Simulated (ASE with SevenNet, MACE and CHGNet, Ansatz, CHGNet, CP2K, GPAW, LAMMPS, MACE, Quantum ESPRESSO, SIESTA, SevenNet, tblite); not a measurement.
**Glassy 69SiO2-19Al2O3-6SrO-6Li2O (mol %) (106 atoms) in machine-learned potentials**

Aim: run glassy 69SiO2-19Al2O3-6SrO-6Li2O (mol %) (106 atoms) in machine-learned potentials and see how near its forces come to a plane-wave reference, and at what cost.

Main program and level: ASE with SevenNet, MACE and CHGNet; the method is named at each step.

## 1. Starting point

The cell holds 106 atoms: 22 Si, 12 Al, 2 Sr, 4 Li and 66 O. Its edges and angles: a = 10.593 Å, b = 10.593 Å, c = 10.593 Å, α = 90.0°, β = 90.0°, γ = 90.0°. 106 atoms (22 Si, 12 Al, 2 Sr, 4 Li, 66 O) placed at random at 3.07 g/cm³, melted at 4000 K for 10 ps at fixed volume with the Morse and Coulomb pair potential with partial charges (Pedone, Malavasi, Menziani, Cormack and Segre, J. Phys. Chem. B 110, 11780 (2006)). Quenched from 4000 K to 300 K at 50 K/ps and fixed volume, held 5 ps.

The yardstick, on the same geometry:

```
method                                           : Kohn-Sham DFT, PBE, SSSP efficiency 1.3.0 pseudopotentials, plane waves (Quantum ESPRESSO 7.5); sssp-pbe-1.3.0-efficiency, cutoffs 60/480 Ry, Γ point
r.m.s. force component                           : 1.372 eV/Å
longest force                                    : 5.821 eV/Å
pressure                                         : 7.086 GPa
gap (highest filled to lowest empty level) : 3.29 eV
time                                             : 4.2 min on 4 MPI ranks of Arm Neoverse V1, shared host
CPU time                                         : 17 min
```

## 2. SevenNet 0 potential

Method: machine-learned interatomic potential SevenNet 0, trained on PBE(+U) plane-wave data.

run.py

```python
import numpy as np
from ase.io import read
import mlip  # loads the published weights by name

atoms = read("structure.xyz")
atoms.calc = mlip.calc("7net-0")
energy = atoms.get_potential_energy()
forces = atoms.get_forces()
print(f"energy {energy:.6f} eV")
print("forces (eV/A)")
for i, (a, f) in enumerate(zip(atoms, forces)):
    print(f"{i:4d} {a.symbol:2s} {f[0]:10.5f} {f[1]:10.5f} {f[2]:10.5f}")
stress = -atoms.get_stress(voigt=False) * 160.21766
print("stress (GPa, compression positive)")
for row in stress:
    print(" ".join(f"{x:10.4f}" for x in row))
```

structure.xyz

```xyz
106
Lattice="10.59320 0.00000 0.00000 0.00000 10.59320 0.00000 0.00000 0.00000 10.59320" Properties=species:S:1:pos:R:3 pbc="T T T"
Si 7.91598 7.22234 1.70614
Si 1.41070 4.02912 4.51069
Si 3.83389 9.71990 7.61111
Si 7.97159 10.37032 5.60010
Si 5.66207 6.01831 6.55518
Si 6.57297 1.79745 2.69216
Si 2.88696 4.86429 9.07043
Si 8.95221 5.03791 10.57742
Si 4.64025 7.53494 9.87721
Si 9.23346 3.26038 2.45021
Si 4.99957 9.80030 4.80677
Si 9.47572 4.83558 5.94935
Si 7.13441 5.33495 3.74713
Si 1.48040 1.02002 7.25963
Si 7.31524 8.05528 8.21969
Si 3.89014 2.09872 5.27626
Si 9.53049 0.56970 10.21439
Si 5.14353 3.99671 1.45434
Si 7.02997 10.11036 0.95254
Si 3.50275 0.89025 0.52362
Si 1.13750 9.13346 2.95593
Si 4.07118 9.00581 2.15455
Al 6.83007 2.58538 5.93579
Al 4.46376 2.24502 8.35486
Al 2.36112 6.45401 6.57139
Al 1.94481 4.91281 1.40212
Al 0.14905 6.59776 8.50125
Al 6.80708 0.74513 8.62943
Al 6.58685 4.05211 9.12636
Al 0.37140 7.52891 0.52701
Al 10.25316 7.81958 5.44829
Al 10.34627 1.04290 4.43283
Al 1.35307 2.40391 10.33462
Al 1.48305 9.51778 9.46185
Sr 9.63166 2.86769 7.88388
Sr 3.79290 6.41143 3.71673
Li 9.89384 9.26725 7.77181
Li 10.54903 6.21514 2.84894
Li 0.66038 1.26673 2.01779
Li 7.40602 7.74882 4.92722
O 3.94512 8.53092 8.75104
O 10.22890 2.35858 3.26715
O 3.98167 10.48663 1.75445
O 0.94894 0.02436 3.61567
O 8.44416 1.16568 9.20538
O 5.08325 2.78421 6.04459
O 10.48981 10.17329 9.29278
O 6.58494 9.73356 5.16122
O 4.08474 1.78368 10.02212
O 6.21228 7.47891 9.37191
O 5.66609 4.10465 10.56841
O 7.78145 5.97584 0.75381
O 4.39300 0.76017 4.67404
O 3.71387 4.73357 1.68962
O 1.05635 7.89702 9.51333
O 7.57075 1.07669 6.46312
[... 46 atom lines left out ...]
O 5.28092 2.51080 1.97436
O 7.40242 6.78897 3.18898
O 4.07997 6.40677 6.35423
O 3.87192 6.15613 9.55846
```

On the command line:

```bash
OMP_NUM_THREADS=1 python run.py > output.txt
```

Log:

```text
energy -781.688599 eV
forces (eV/A)
   0 Si    0.26273    1.12957   -0.77820
   1 Si    2.74874    0.93121    0.29485
   2 Si    0.66735    0.82778    1.16833
   3 Si    2.30697    1.16084   -2.13410
   4 Si    1.09900    0.83347    1.27062
   5 Si    1.28612    2.71120    0.71307
   6 Si   -0.29424    4.39754    3.69818
   7 Si   -1.25435    2.67986    3.27936
   8 Si    1.39975   -0.05383   -1.12040
   9 Si   -4.49185    1.08086    0.72688
  10 Si    1.05630    2.69374    0.31022
  11 Si   -0.05378    0.35474    0.95534
  12 Si   -0.37794   -3.37056   -3.68234
  13 Si    1.70110    2.60234    0.97578
  14 Si   -4.06272    1.08733    0.38054
  15 Si   -4.68291    1.32731    1.95156
  16 Si   -1.33899   -1.95049   -0.91928
  17 Si    0.55107    2.27907    0.76803
  18 Si    1.01095   -0.67922    0.26899
  19 Si   -2.07049   -1.74104    1.26793
  20 Si   -1.56420    1.84779   -1.57521
  21 Si   -1.15517   -1.02960   -1.73643
  22 Al    0.62378    0.61271   -1.26137
  23 Al   -0.10932   -1.09049    0.23737
[...]
98 O    -0.24190   -0.32247   -1.27275
  99 O     0.07707   -0.50958    1.06843
 100 O     0.05516   -0.60777    0.01568
 101 O    -0.27021   -1.94761    0.99848
 102 O    -0.50238   -2.24123    0.70249
 103 O     0.46643    3.09442    1.17823
 104 O     1.07477    0.12711   -0.59273
 105 O    -0.54530   -1.47549    0.61031
stress (GPa, compression positive)
    5.4644     2.0283     2.2317
    2.0283     8.5778    -2.1221
    2.2317    -2.1221     5.3396
```

The job ended after 9.5 s (1 thread of Arm Neoverse V1, shared host; peak memory 1.1 GiB).

Banners, paths, timers and routine set-up lines are dropped from the logs unmarked, and long logs keep their key lines alone; longer cuts are marked.

Against the reference:

- r.m.s. force component: 1.356 eV/Å
- r.m.s. difference of force components: 74.06 meV/Å
- longest difference of force vectors: 294.3 meV/Å
- force difference over r.m.s. force: 5.397 %
- slope of forces against the reference's: 0.9866
- correlation of force components: 0.9986
- pressure: 6.461 GPa
- pressure difference: -0.6257 GPa

Length of the force difference by element (eV/Å):

| element | atoms | mean | most |
| --- | --- | --- | --- |
| Al | 12 | 0.13 | 0.23 |
| Li | 4 | 0.075 | 0.11 |
| O | 66 | 0.10 | 0.29 |
| Si | 22 | 0.16 | 0.27 |
| Sr | 2 | 0.10 | 0.14 |

Local excerpt of 9 atoms (numbers count through the whole input) about Sr36, one of the 2 Sr atoms; x, y, z are measured from there.

| atom | x | y | z | distance (Å) | bonds | Fx | Fy | Fz (eV/Å) |
| --- | --- | --- | --- | --- | --- | --- | --- | --- |
| Sr36 | 0.00 | 0.00 | 0.00 | 0.00 | 7 | -0.06 | -1.13 | -0.61 |
| O97 | -1.80 | -1.00 | 1.50 | 2.55 | 3 | 0.42 | 0.69 | -0.48 |
| O75 | -1.12 | 2.22 | -0.77 | 2.61 | 3 | 1.33 | -1.24 | 0.33 |
| O54 | -0.08 | -1.68 | -2.03 | 2.63 | 3 | -0.84 | 0.35 | 0.67 |
| O105 | 0.29 | 0.00 | 2.64 | 2.65 | 3 | 1.07 | 0.13 | -0.59 |
| O62 | 1.15 | 2.39 | -0.18 | 2.66 | 3 | 0.74 | -0.83 | -0.12 |
| O67 | 2.52 | -0.86 | 1.36 | 2.99 | 4 | -1.57 | 0.38 | 1.38 |
| O68 | 2.31 | -1.57 | -1.16 | 3.03 | 3 | -1.36 | 0.02 | 0.58 |
| Si22 | 0.28 | 2.59 | -1.56 | 3.04 | 4 | -1.16 | -1.03 | -1.74 |

Atoms are counted from 1 here, from 0 in the log.

Forces lie 5.4 % from the reference's, at 0.0089 times its CPU time (on 1 against 4 cores).

## 3. MACE MP-0b2 small potential

Method: machine-learned interatomic potential MACE MP-0b2 small, trained on PBE(+U) plane-wave data.

run.py, as its differences from that of step 2:

```diff
@@ -5,3 +5,3 @@
 atoms = read("structure.xyz")
-atoms.calc = mlip.calc("7net-0")
+atoms.calc = mlip.calc("mace-mp-0b2-small")
 energy = atoms.get_potential_energy()
```

structure.xyz is that of step 2.

Log:

```text
energy -782.032401 eV
forces (eV/A)
   0 Si    0.16310    1.17778   -0.74536
   1 Si    2.83853    1.13467    0.44451
   2 Si    0.66582    0.74532    0.92344
   3 Si    2.13406    0.89106   -2.17594
   4 Si    0.98307    0.82902    1.37414
   5 Si    1.30889    2.70670    0.70749
   6 Si   -0.23155    4.42896    3.54196
   7 Si   -1.13725    2.60555    3.09459
   8 Si    1.21247   -0.03125   -1.11255
   9 Si   -4.34517    1.10036    0.70056
  10 Si    0.99328    2.66035    0.40121
  11 Si   -0.13330    0.44117    0.99322
  12 Si   -0.19261   -3.20249   -3.54779
  13 Si    1.78239    2.38652    0.98158
  14 Si   -3.88152    1.02171    0.25546
  15 Si   -4.74419    1.26883    1.82212
  16 Si   -1.39109   -1.98929   -1.06360
  17 Si    0.43732    2.34121    0.80445
  18 Si    0.99377   -0.66404    0.32675
  19 Si   -2.09014   -1.73974    1.40329
  20 Si   -1.33337    1.83813   -1.51660
  21 Si   -1.17775   -1.24797   -1.48146
  22 Al    0.58950    0.72970   -1.17219
  23 Al   -0.19962   -0.97153    0.10346
[...]
98 O    -0.26985   -0.21433   -1.14511
  99 O     0.01671   -0.49273    1.07071
 100 O    -0.03890   -0.60263   -0.06136
 101 O    -0.33043   -2.06351    0.95092
 102 O    -0.62301   -2.22900    0.59187
 103 O     0.43151    2.92446    1.22793
 104 O     1.04463    0.13309   -0.58641
 105 O    -0.53276   -1.44911    0.67013
stress (GPa, compression positive)
    5.8224     1.8624     2.1453
    1.8624     8.7772    -2.0385
    2.1453    -2.0385     5.6571
```

It took 7.1 s on 1 thread; peak memory 0.69 GiB.

Numbers from this run, and their distance from the reference:

```yaml
r_m_s_force_component: 1.33 eV/Å
r_m_s_difference_of_force_components: 101 meV/Å
longest_difference_of_force_vectors: 458.7 meV/Å
force_difference_over_r_m_s_force: 7.36 %
slope_of_forces_against_the_reference_s: 0.9669
correlation_of_force_components: 0.9977
pressure: 6.752 GPa
pressure_difference: -0.3341 GPa
```

Against the first run (5.4 %), the force difference from the reference is 7.4 %, at 0.78 times the CPU time.

## 4. CHGNet 0.3.0 potential

Method: machine-learned interatomic potential CHGNet 0.3.0, trained on PBE(+U) plane-wave data.

run.py, as its differences from that of step 3:

```diff
@@ -5,3 +5,3 @@
 atoms = read("structure.xyz")
-atoms.calc = mlip.calc("mace-mp-0b2-small")
+atoms.calc = mlip.calc("chgnet-0.3.0")
 energy = atoms.get_potential_energy()
```

structure.xyz is that of step 3.

Log:

```text
CHGNet v0.3.0 initialized with 412,525 parameters
CHGNet will run on cpu
energy -827.832275 eV
forces (eV/A)
   0 Si   -0.01587    1.14561   -0.59631
   1 Si    2.68179    0.98960    0.54759
   2 Si    0.39630    0.54976    1.05210
   3 Si    2.38708    0.98174   -2.32376
   4 Si    0.97617    1.06190    1.02819
   5 Si    1.29282    2.72802    0.75429
   6 Si   -0.37187    4.60285    3.61219
   7 Si   -1.09927    2.55068    3.25608
   8 Si    1.49374   -0.01113   -1.22155
   9 Si   -4.26784    0.97564    0.90529
  10 Si    1.18277    2.40190    0.44067
  11 Si    0.06912    0.41283    0.76433
  12 Si   -0.21390   -3.29902   -3.60142
  13 Si    1.73905    2.43285    0.97868
  14 Si   -4.04675    1.15706    0.46409
  15 Si   -4.94210    1.52907    1.98545
  16 Si   -1.22619   -2.10811   -0.91555
  17 Si    0.57667    2.30642    0.86451
  18 Si    0.77730   -0.62843   -0.04033
  19 Si   -1.90496   -1.49232    1.27898
  20 Si   -1.29022    1.72651   -1.50315
  21 Si   -1.15779   -1.43714   -1.50752
  22 Al    0.70550    0.68544   -1.29772
  23 Al   -0.06962   -1.04190    0.30728
[...]
98 O    -0.16272   -0.29276   -1.04678
  99 O     0.11490   -0.28381    1.27571
 100 O    -0.11342   -0.60084   -0.01825
 101 O    -0.38847   -2.00478    0.97429
 102 O    -0.63448   -2.09435    0.63704
 103 O     0.47238    3.09556    1.20903
 104 O     1.09121    0.00851   -0.44065
 105 O    -0.65932   -1.72023    0.65908
stress (GPa, compression positive)
    5.6084     1.8625     2.0394
    1.8625     8.3952    -1.8865
    2.0394    -1.8865     5.2967
```

Elapsed: 4.5 s, on 1 thread; peak memory 1.7 GiB.

Against the reference:

| Property | Result |
| --- | --- |
| r.m.s. force component | 1.35 eV/Å |
| r.m.s. difference of force components | 140.5 meV/Å |
| longest difference of force vectors | 658 meV/Å |
| force difference over r.m.s. force | 10.24 % |
| slope of forces against the reference's | 0.9786 |
| correlation of force components | 0.9948 |
| pressure | 6.433 GPa |
| pressure difference | -0.6529 GPa |

Against the first run (5.4 %), the force difference from the reference is 10 %, at 0.50 times the CPU time.

## 5. All runs compared

Differences are against the plane-wave reference, forces as r.m.s. over components; share is that over the reference's r.m.s. force, slope the least-squares factor from reference forces to these. Total energies of different programs have different zeros and aren't compared.

| run | Δ force, r.m.s. (meV/Å) | share (%) | slope | Δ pressure (GPa) | cores | CPU time | memory (GiB) |
| --- | --- | --- | --- | --- | --- | --- | --- |
| reference | - | - | - | - | 4 | 17 min | 4 |
| SevenNet 0 potential | 74.1 | 5.40 | 0.987 | -0.626 | 1 | 9 s | 1.1 |
| MACE MP-0b2 small potential | 101 | 7.36 | 0.967 | -0.334 | 1 | 7 s | 0.69 |
| CHGNet 0.3.0 potential | 140 | 10.2 | 0.979 | -0.653 | 1 | 4.5 s | 1.7 |

Times of the machine-learned potentials are mostly Python's start and the loading of weights.

CPU time is summed over cores on a shared host, where runs went side by side, so it is rough. Symmetry, cutoffs, thresholds, outputs and thread counts weren't matched or tuned between programs; memory under MPI is the largest rank's times the ranks.

## 6. Results

| Property | Result |
| --- | --- |
| nearest in forces | SevenNet 0 potential, 5.4 % |
| its CPU time | 9 s |

What this shows: Machine-learned potentials differ by 5.4 % (SevenNet 0 potential) to 10 % (CHGNet 0.3.0 potential); they were trained on other programs' data. The reference's pressure holds the uncorrected Pulay stress of its 60 Ry basis, so small pressure differences, and their order, may be the reference's own error. Machine-learned potentials mimic data converged in k, so the reference's own k-point error enters their differences. The quench rate of 50 K/ps is many orders above laboratory rates, so the cell is likely richer in defects and strain than a real sample. The network of bonds at the start is that of the classical potential that made the cell, and needn't be the one that DFT or experiment would give. The reference's stress is far from hydrostatic: its diagonal is 6.0, 9.2, 6.0 GPa, compression counted positive. The electronic-structure runs sample only Γ, in a cell whose shortest periodic width is 11 Å.

[Also dropped from logs without a mark: logging warnings of Python, and SIESTA's first energy breakdown and zero terms.]

[Logs are printed without paths, hosts, clocks, repeated set-up lines and the standing remarks that a program may print on its own settings, such as how far it seeks lower states.]

[Hosts, paths, dates, database ids (printed as entryN), source tags and the programs' standing remarks are cut or masked in the printed files.]
